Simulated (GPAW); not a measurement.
## TaGe2P4 monolayer: work function by functional and basis

Wanted: work functions and dipole of TaGe2P4 monolayer, with the cost of each level.

Calculated with GPAW 26.7.0; GPAW, PAW setups; layer in a repeated cell with vacuum, relaxation of atoms and in-plane cell, in the first sound run; inputs show where later runs differ.

**1. The starting structure**

The cell holds 7 atoms: 4 P, 2 Ge and 1 Ta. Its edges and angles: a = 3.580 Å, b = 3.580 Å, c = 26.995 Å, α = 90.0°, β = 90.0°, γ = 120.0°. Vacuum lies along c.

**2. Relaxing the atoms**

Forces are removed first; all later runs use this geometry.

Input file run.py:

```python
import json
import numpy as np
from ase import Atoms
from ase.filters import FrechetCellFilter
from ase.optimize import BFGS
from gpaw import GPAW, PW

slab = Atoms(
    ['P', 'Ge', 'P', 'Ta', 'P', 'Ge', 'P'],
    positions=[
        [0.00000, 0.00000, 9.00000],
        [-0.00000, 2.06691, 9.75357],
        [-0.00000, 2.06691, 11.95357],
        [0.00000, 0.00000, 13.49768],
        [-0.00000, 2.06691, 15.04178],
        [-0.00000, 2.06691, 17.24178],
        [0.00000, 0.00000, 17.99535]],
    cell=[[3.58, 0.0, 0.0], [-1.79, 3.10037, 0.0], [0.0, 0.0, 26.9954]],
    pbc=[True, True, True],
    magmoms=[0.0, 0.0, 0.0, 1.0, 0.0, 0.0, 0.0])

slab.calc = GPAW(mode=PW(600), xc='PBE', kpts={'size': (9, 9, 1), 'gamma': True},
                 occupations={'name': 'fermi-dirac', 'width': 0.05}, nbands='200%',
                 convergence={'density': 1e-05}, maxiter=200,
                 symmetry={'tolerance': 1e-3}, txt='slab.txt')
result = {}
# The in-plane cell is free; stress needs a cell that repeats along all three vectors
path = []
opt = BFGS(FrechetCellFilter(slab, mask=[1, 1, 0, 0, 0, 1]), maxstep=0.2)
opt.attach(lambda: path.append((slab.get_potential_energy(), slab.positions.tolist(), slab.get_forces().tolist())))
result['relaxed'] = bool(opt.run(fmax=0.02, steps=45))
result['path'] = path
result['cell'] = slab.cell.tolist()
print('in-plane lattice', slab.cell.cellpar().round(4)[[0, 1, 5]])
energy = slab.get_potential_energy()
fermi = slab.calc.get_fermi_level()
v = slab.calc.get_electrostatic_potential().mean((0, 1)) - fermi
n = slab.calc.get_pseudo_density().mean((0, 1))
L = slab.cell[2, 2]
z = np.arange(len(v)) * L / len(v)
low, high = slab.positions[:, 2].min(), slab.positions[:, 2].max()
below, above = np.interp([low - 6.8, high + 6.8], z, v)
slopes = [np.interp(x, z, np.gradient(v, z)) for x in (low - 6.8, high + 6.8)]
eps = np.array([[slab.calc.get_eigenvalues(k, s) for k in range(len(slab.calc.get_ibz_k_points()))]
                for s in range(slab.calc.get_number_of_spins())]) - fermi
top, bottom = eps[eps < 0].max(), eps[eps > 0].min()
dipole = slab.get_dipole_moment()[2]
print(f'energy {energy:.4f} eV, Fermi level {fermi:.4f} eV, dipole {dipole:.5f} e A')
print(f'potential 6.8 A off the faces, from the Fermi level: lower {below:.4f} eV, upper {above:.4f} eV')
print(f'slope of the potential there: lower {slopes[0]:.5f}, upper {slopes[1]:.5f} eV/A')
print(f'nearest levels on the mesh: {top:.4f} and {bottom:.4f} eV')
print('magnetic moment', round(slab.get_magnetic_moment(), 3))
result.update(energy=energy, fermi=fermi, dipole=dipole, below=below, above=above, slopes=slopes, edges=[top, bottom],
              z=z.tolist(), v=v.tolist(), n=n.tolist(), positions=slab.positions.tolist(),
              forces=slab.get_forces(apply_constraint=False).tolist(), moments=slab.get_magnetic_moments().tolist())
json.dump(result, open('result.json', 'w'))
```

The run is started by

```sh
$ OMP_NUM_THREADS=1 OPENBLAS_NUM_THREADS=1 python run.py
```

The log of the run:

```text
Step          Energy          fmax
BFGS:    0      -40.100362        3.406984
BFGS:    1      -40.719680        2.793175
BFGS:    2      -41.596345        0.563636
BFGS:    3      -41.615583        0.394727
BFGS:    4      -41.640315        0.426783
BFGS:    5      -41.680457        0.422073
BFGS:    6      -41.704619        0.255663
BFGS:    7      -41.713105        0.177244
BFGS:    8      -41.715568        0.171215
BFGS:    9      -41.717337        0.145941
BFGS:   10      -41.719802        0.167764
BFGS:   11      -41.722703        0.205105
BFGS:   12      -41.725218        0.156473
BFGS:   13      -41.726516        0.073971
BFGS:   14      -41.726858        0.025983
BFGS:   15      -41.726912        0.004639
in-plane lattice [  3.6198   3.6198 120.    ]
energy -41.7176 eV, Fermi level -0.0100 eV, dipole 0.00069 e A
potential 6.8 A off the faces, from the Fermi level: lower 5.3922 eV, upper 5.3944 eV
slope of the potential there: lower -0.00067, upper -0.00052 eV/A
nearest levels on the mesh: -0.0574 and 0.0364 eV
magnetic moment 0.0
```

It took 60 min on 1 thread of Arm Neoverse V1, shared host; peak memory 1 GiB.

Numbers from this step:

```
dipole along the normal                    : 6.86e-4 e·Å
levels nearest the Fermi level on the mesh : -0.05737, 0.03638 eV from the Fermi level
sum of the site moments                    : 0 μB
```

The electrostatic potential energy of an electron (without an applied field's), less the Fermi level, planar mean oscillates, so the rows of the table below give means over windows of 1.69 Å about each position, cut where the curve ends. Its maxima inside the range that stand out by 2 % of the span (Å: eV): 9.2: -9.98, 11.0: 2.28, 12.7: -6.31, 14.3: -6.31, 16.0: 2.29, 17.8: -9.97. Its minima: 8.7: -13.2, 9.7: -14.0, 12.1: -11.4, 13.5: -17.2, 14.9: -11.4, 17.3: -14.0, 18.3: -13.2.

Table of electrostatic potential energy of an electron (without an applied field's), less the Fermi level, planar mean by z; means over each step:

| z (Å) | electrostatic potential energy of an electron (without an applied field's), less the Fermi level, planar mean (eV) |
| --- | --- |
| 0.84 | 5.39 |
| 2.54 | 5.39 |
| 4.23 | 5.39 |
| 5.92 | 5.35 |
| 7.61 | 1.20 |
| 9.30 | -11.5 |
| 10.99 | -0.891 |
| 12.68 | -10.5 |
| 14.37 | -10.2 |
| 16.05 | -0.827 |
| 17.75 | -11.6 |
| 19.44 | 1.60 |
| 21.12 | 5.36 |
| 22.82 | 5.40 |
| 24.51 | 5.39 |
| 26.20 | 5.39 |

The pseudo valence density, planar mean oscillates, so the rows of the table below give means over windows of 1 Å about each position, cut where the curve ends. Its maxima inside the range that stand out by 2 % of the span (Å: e/Å³): 9.1: 0.433, 10.1: 0.230, 13.5: 1.05, 16.9: 0.230, 17.9: 0.433. Its minima: 9.8: 0.0745, 10.8: 0.125, 16.2: 0.125, 17.2: 0.0744.

Table of pseudo valence density, planar mean by z; means over each step:

```csv
z (Å),"pseudo valence density, planar mean (e/Å³)"
5,7.4e-5
6,0.00136
7,0.0244
8,0.187
9,0.350
10,0.169
11,0.152
12,0.286
13,0.639
14,0.637
15,0.285
16,0.152
17,0.169
18,0.350
19,0.186
20,0.0241
21,0.00134
22,7.3e-5
```

The relaxation lowered the energy of the cell by 1.63 eV (energies extrapolated to zero smearing; the optimiser's log prints free energies). The largest force left on a free atom is 0.0046 eV/Å.

**3. Plane waves, PBE**

The work function is the vacuum plateau of the electrostatic potential less the Fermi level; a dipole layer lets the two faces have plateaus of their own.

This step: GPAW, PAW setups; slab in vacuum (GPAW 26.7.0).

The cell differs from the one that the last finished run ended in (c 26.995 → 27.730 Å).

Input file run.py:

```python
import json
import numpy as np
from ase import Atoms
from gpaw import GPAW, PW

slab = Atoms(
    ['P', 'Ge', 'P', 'Ta', 'P', 'Ge', 'P'],
    positions=[
        [0.00000, -0.00000, 9.00000],
        [-0.00000, 2.08991, 10.07377],
        [-0.00000, 2.08991, 12.43823],
        [0.00000, -0.00000, 13.86516],
        [-0.00000, 2.08991, 15.29208],
        [-0.00000, 2.08991, 17.65654],
        [0.00000, -0.00000, 18.73032]],
    cell=[[3.61984, 0.0, 0.0], [-1.80992, 3.13487, 0.0], [0.0, 0.0, 27.7303]],
    pbc=[True, True, False],
    magmoms=[0.0, 0.0, 0.0, 1.0, 0.0, 0.0, 0.0])

slab.calc = GPAW(mode=PW(400), xc='PBE', kpts={'size': (9, 9, 1), 'gamma': True},
                 occupations={'name': 'fermi-dirac', 'width': 0.05}, nbands='200%',
                 convergence={'density': 1e-05}, maxiter=200,
                 poissonsolver={'dipolelayer': 'xy'},
                 symmetry={'tolerance': 1e-3}, txt='slab.txt')
result = {}
energy = slab.get_potential_energy()
fermi = slab.calc.get_fermi_level()
v = slab.calc.get_electrostatic_potential().mean((0, 1)) - fermi
n = slab.calc.get_pseudo_density().mean((0, 1))
L = slab.cell[2, 2]
z = np.arange(len(v)) * L / len(v)
low, high = slab.positions[:, 2].min(), slab.positions[:, 2].max()
below, above = np.interp([low - 6.8, high + 6.8], z, v)
slopes = [np.interp(x, z, np.gradient(v, z)) for x in (low - 6.8, high + 6.8)]
eps = np.array([[slab.calc.get_eigenvalues(k, s) for k in range(len(slab.calc.get_ibz_k_points()))]
                for s in range(slab.calc.get_number_of_spins())]) - fermi
top, bottom = eps[eps < 0].max(), eps[eps > 0].min()
dipole = slab.get_dipole_moment()[2]
print(f'energy {energy:.4f} eV, Fermi level {fermi:.4f} eV, dipole {dipole:.5f} e A')
print(f'potential 6.8 A off the faces, from the Fermi level: lower {below:.4f} eV, upper {above:.4f} eV')
print(f'slope of the potential there: lower {slopes[0]:.5f}, upper {slopes[1]:.5f} eV/A')
print(f'nearest levels on the mesh: {top:.4f} and {bottom:.4f} eV')
print('magnetic moment', round(slab.get_magnetic_moment(), 3))
result.update(energy=energy, fermi=fermi, dipole=dipole, below=below, above=above, slopes=slopes, edges=[top, bottom],
              z=z.tolist(), v=v.tolist(), n=n.tolist(), positions=slab.positions.tolist(),
              forces=slab.get_forces(apply_constraint=False).tolist(), moments=slab.get_magnetic_moments().tolist())
json.dump(result, open('result.json', 'w'))
```

The log of the run:

```text
energy -41.6981 eV, Fermi level -0.1524 eV, dipole 0.00205 e A
potential 6.8 A off the faces, from the Fermi level: lower 5.3957 eV, upper 5.3909 eV
slope of the potential there: lower -0.00009, upper 0.00009 eV/A
nearest levels on the mesh: -0.0574 and 0.0363 eV
magnetic moment 0.0
```

Run time: 3.2 min. Hardware: 1 thread; peak memory 0.35 GiB.

This step gave:

```
dipole along the normal                    : 0.002045 e·Å
levels nearest the Fermi level on the mesh : -0.05735, 0.03632 eV from the Fermi level
upper work function                        : 5.391 eV
lower work function                        : 5.396 eV
```

The electrostatic potential energy of an electron (without an applied field's), less the Fermi level, planar mean oscillates, so the rows of the table below give means over windows of 1.73 Å about each position, cut where the curve ends. Its maxima inside the range that stand out by 2 % of the span (Å: eV): 9.5: -9.92, 11.4: 2.26, 13.0: -6.34, 14.7: -6.35, 16.4: 2.25, 18.2: -9.92. Its minima: 9.1: -13.1, 10.1: -14.0, 12.5: -11.5, 13.9: -17.2, 15.3: -11.5, 17.7: -14.0, 18.6: -13.1.

Electrostatic potential energy of an electron (without an applied field's), less the Fermi level, planar mean against z; means over each step:

z (Å), electrostatic potential energy of an electron (without an applied field's), less the Fermi level, planar mean (eV) and a bar from the least value:
```
     0.86        5.4 ##############################
     2.59        5.4 ##############################
     4.32        5.4 ##############################
     6.05        5.4 ##############################
     7.78        2.6 #########################
     9.51      -11.6 
    11.24       -1.0 ###################
    12.97      -10.1 ###
    14.70      -10.4 ##
    16.43       -1.0 ###################
    18.16      -11.6 
    19.89        2.3 ########################
    21.62        5.4 ##############################
    23.35        5.4 ##############################
    25.08        5.4 ##############################
    26.81        5.4 ##############################
```

The pseudo valence density, planar mean oscillates, so the rows of the table below give means over windows of 1 Å about each position, cut where the curve ends. Its maxima inside the range that stand out by 2 % of the span (Å: e/Å³): 9.5: 0.436, 10.6: 0.221, 13.9: 1.05, 17.1: 0.221, 18.2: 0.436. Its minima: 10.2: 0.0843, 11.3: 0.126, 16.5: 0.126, 17.5: 0.0843.

The pseudo valence density, planar mean by z; means over each step:

z (Å), pseudo valence density, planar mean (e/Å³) and a bar:
```
        5       0.00 
        6       0.00 
        7       0.01 
        8       0.11 ####
        9       0.31 ############
       10       0.23 ########
       11       0.16 ######
       12       0.23 ########
       13       0.44 ################
       14       0.81 ##############################
       15       0.35 #############
       16       0.19 #######
       17       0.17 ######
       18       0.29 ###########
       19       0.26 ##########
       20       0.06 ##
       21       0.00 
       22       0.00 
       23       0.00
```

The potential is flat to 8.7e-5 eV/Å where it is read, so the vacuum is wide enough.

**4. Self-consistent run: xc = "RPBE"**

The same geometry under RPBE, to see how far the functional moves the levels against the vacuum.

run.py, as its differences from that of step 3:

```diff
@@ -19,3 +19,3 @@
 
-slab.calc = GPAW(mode=PW(400), xc='PBE', kpts={'size': (9, 9, 1), 'gamma': True},
+slab.calc = GPAW(mode=PW(400), xc='RPBE', kpts={'size': (9, 9, 1), 'gamma': True},
                  occupations={'name': 'fermi-dirac', 'width': 0.05}, nbands='200%',
```

The log of the run:

```text
energy -39.2789 eV, Fermi level -0.0546 eV, dipole 0.00204 e A
potential 6.8 A off the faces, from the Fermi level: lower 5.3083 eV, upper 5.3036 eV
slope of the potential there: lower -0.00009, upper 0.00009 eV/A
nearest levels on the mesh: -0.0576 and 0.0377 eV
magnetic moment 0.0
```

Run time: 3.4 min. Hardware: 1 thread; peak memory 0.35 GiB.

Numbers from this step:

* dipole along the normal: 0.002037 e·Å
* levels nearest the Fermi level on the mesh: -0.05762, 0.03767 eV from the Fermi level
* upper work function: 5.304 eV
* lower work function: 5.308 eV

The electrostatic potential energy of an electron (without an applied field's), less the Fermi level, planar mean oscillates, so the rows of the table below give means over windows of 1.73 Å about each position, cut where the curve ends. Its maxima inside the range that stand out by 2 % of the span (Å: eV): 9.5: -10.0, 11.4: 2.13, 13.0: -6.45, 14.7: -6.45, 16.4: 2.13, 18.2: -10.0. Its minima: 9.1: -13.2, 10.1: -14.1, 12.5: -11.6, 13.9: -17.3, 15.3: -11.6, 17.7: -14.1, 18.6: -13.2.

Table of electrostatic potential energy of an electron (without an applied field's), less the Fermi level, planar mean by z; means over each step:

| z (Å) | electrostatic potential energy of an electron (without an applied field's), less the Fermi level, planar mean (eV) |
| --- | --- |
| 0.86 | 5.31 |
| 2.59 | 5.31 |
| 4.32 | 5.31 |
| 6.05 | 5.29 |
| 7.78 | 2.55 |
| 9.51 | -11.7 |
| 11.24 | -1.15 |
| 12.97 | -10.2 |
| 14.70 | -10.5 |
| 16.43 | -1.12 |
| 18.16 | -11.7 |
| 19.89 | 2.17 |
| 21.62 | 5.28 |
| 23.35 | 5.30 |
| 25.08 | 5.30 |
| 26.81 | 5.30 |

The pseudo valence density, planar mean oscillates, so the rows of the table below give means over windows of 1 Å about each position, cut where the curve ends. Its maxima inside the range that stand out by 2 % of the span (Å: e/Å³): 9.5: 0.436, 10.6: 0.220, 13.9: 1.05, 17.1: 0.220, 18.2: 0.436. Its minima: 10.2: 0.0850, 11.3: 0.126, 16.5: 0.126, 17.5: 0.0850.

The pseudo valence density, planar mean by z; means over each step:

z (Å), pseudo valence density, planar mean (e/Å³) and a bar:
```
        5       0.00 
        6       0.00 
        7       0.01 
        8       0.11 ####
        9       0.31 ############
       10       0.23 ########
       11       0.16 ######
       12       0.23 ########
       13       0.44 ################
       14       0.81 ##############################
       15       0.35 #############
       16       0.19 #######
       17       0.17 ######
       18       0.29 ###########
       19       0.26 ##########
       20       0.06 ##
       21       0.00 
       22       0.00 
       23       0.00
```

Force by atom:

```csv
atom,x (eV/Å),y (eV/Å),z (eV/Å),size
P1,0.000,0.000,-0.127,0.127
Ge2,0.000,0.000,-0.001,0.001
P3,0.000,0.000,-0.074,0.074
Ta4,0.000,0.000,0.000,0.000
P5,0.000,0.000,0.074,0.074
Ge6,0.000,0.000,0.001,0.001
P7,0.000,0.000,0.127,0.127
```

The upper face's work function is 5.304 eV, against 5.391 eV in the first plane-wave PBE run at this geometry.

**5. OptPBE vdW: xc = "optPBE-vdW"**

The same geometry under optPBE-vdW, to see how far the functional moves the levels against the vacuum (the van der Waals functionals take revPBE setups).

run.py, as its differences from that of step 4:

```diff
@@ -19,3 +19,3 @@
 
-slab.calc = GPAW(mode=PW(400), xc='RPBE', kpts={'size': (9, 9, 1), 'gamma': True},
+slab.calc = GPAW(mode=PW(400), xc='optPBE-vdW', kpts={'size': (9, 9, 1), 'gamma': True},
                  occupations={'name': 'fermi-dirac', 'width': 0.05}, nbands='200%',
```

The log of the run:

```text
energy -102.6641 eV, Fermi level -0.2496 eV, dipole 0.00204 e A
potential 6.8 A off the faces, from the Fermi level: lower 5.5758 eV, upper 5.5710 eV
slope of the potential there: lower -0.00009, upper 0.00009 eV/A
nearest levels on the mesh: -0.0531 and 0.0300 eV
magnetic moment 0.0
```

Run time: 3.6 min. Hardware: 1 thread; peak memory 0.57 GiB.

This step gave:

```
dipole along the normal                    : 0.002039 e·Å
levels nearest the Fermi level on the mesh : -0.05314, 0.03001 eV from the Fermi level
upper work function                        : 5.571 eV
lower work function                        : 5.576 eV
```

The upper face's work function is 5.571 eV, against 5.391 eV in the first plane-wave PBE run at this geometry.

**6. Self-consistent run: xc = "LDA"**

The same geometry under LDA, to see how far the functional moves the levels against the vacuum.

run.py, as its differences from that of step 5:

```diff
@@ -19,3 +19,3 @@
 
-slab.calc = GPAW(mode=PW(400), xc='optPBE-vdW', kpts={'size': (9, 9, 1), 'gamma': True},
+slab.calc = GPAW(mode=PW(400), xc='LDA', kpts={'size': (9, 9, 1), 'gamma': True},
                  occupations={'name': 'fermi-dirac', 'width': 0.05}, nbands='200%',
```

The log of the run:

```text
energy -46.4294 eV, Fermi level -0.4087 eV, dipole 0.00207 e A
potential 6.8 A off the faces, from the Fermi level: lower 5.6212 eV, upper 5.6164 eV
slope of the potential there: lower -0.00009, upper 0.00009 eV/A
nearest levels on the mesh: -0.0585 and 0.0332 eV
magnetic moment 0.0
```

It took 2.8 min on 1 thread; peak memory 0.33 GiB.

Numbers from this step:

- dipole along the normal: 0.002067 e·Å
- levels nearest the Fermi level on the mesh: -0.05849, 0.03324 eV from the Fermi level
- upper work function: 5.616 eV
- lower work function: 5.621 eV

The upper face's work function is 5.616 eV, against 5.391 eV in the first plane-wave PBE run at this geometry.

**7. Self-consistent run: xc = "vdW-DF2"**

The same geometry under vdW-DF2, to see how far the functional moves the levels against the vacuum (the van der Waals functionals take revPBE setups).

run.py, as its differences from that of step 6:

```diff
@@ -19,3 +19,3 @@
 
-slab.calc = GPAW(mode=PW(400), xc='LDA', kpts={'size': (9, 9, 1), 'gamma': True},
+slab.calc = GPAW(mode=PW(400), xc='vdW-DF2', kpts={'size': (9, 9, 1), 'gamma': True},
                  occupations={'name': 'fermi-dirac', 'width': 0.05}, nbands='200%',
```

The log of the run:

```text
energy -413.8005 eV, Fermi level -0.2519 eV, dipole 0.00204 e A
potential 6.8 A off the faces, from the Fermi level: lower 5.6682 eV, upper 5.6634 eV
slope of the potential there: lower -0.00014, upper 0.00014 eV/A
nearest levels on the mesh: -0.0452 and 0.0200 eV
magnetic moment -0.0
```

It took 3.9 min on 1 thread; peak memory 0.57 GiB.

Numbers from this step:

- dipole along the normal: 0.002040 e·Å
- levels nearest the Fermi level on the mesh: -0.04521, 0.01995 eV from the Fermi level
- upper work function: 5.663 eV
- lower work function: 5.668 eV

The upper face's work function is 5.663 eV, against 5.391 eV in the first plane-wave PBE run at this geometry.

**8. Self-consistent run: xc = "revPBE"**

The same geometry under revPBE, to see how far the functional moves the levels against the vacuum.

run.py, as its differences from that of step 7:

```diff
@@ -19,3 +19,3 @@
 
-slab.calc = GPAW(mode=PW(400), xc='vdW-DF2', kpts={'size': (9, 9, 1), 'gamma': True},
+slab.calc = GPAW(mode=PW(400), xc='revPBE', kpts={'size': (9, 9, 1), 'gamma': True},
                  occupations={'name': 'fermi-dirac', 'width': 0.05}, nbands='200%',
```

The log of the run:

```text
energy -39.6268 eV, Fermi level -0.0675 eV, dipole 0.00204 e A
potential 6.8 A off the faces, from the Fermi level: lower 5.3073 eV, upper 5.3025 eV
slope of the potential there: lower -0.00009, upper 0.00009 eV/A
nearest levels on the mesh: -0.0577 and 0.0374 eV
magnetic moment 0.0
```

Run time: 3.4 min. Hardware: 1 thread; peak memory 0.35 GiB.

This step gave:

| Property | Result |
| --- | --- |
| dipole along the normal | 0.002039 e·Å |
| levels nearest the Fermi level on the mesh | -0.05768, 0.03743 eV from the Fermi level |
| upper work function | 5.303 eV |
| lower work function | 5.307 eV |

The upper face's work function is 5.303 eV, against 5.391 eV in the first plane-wave PBE run at this geometry.

(Part 1 of 2 ends here.)

[Logs are printed without paths, hosts, clocks, repeated set-up lines and the standing remarks that a program may print on its own settings, such as how far it seeks lower states.]

[Hosts, paths, dates, database ids (printed as entryN), source tags and the programs' standing remarks are cut or masked in the printed files.]
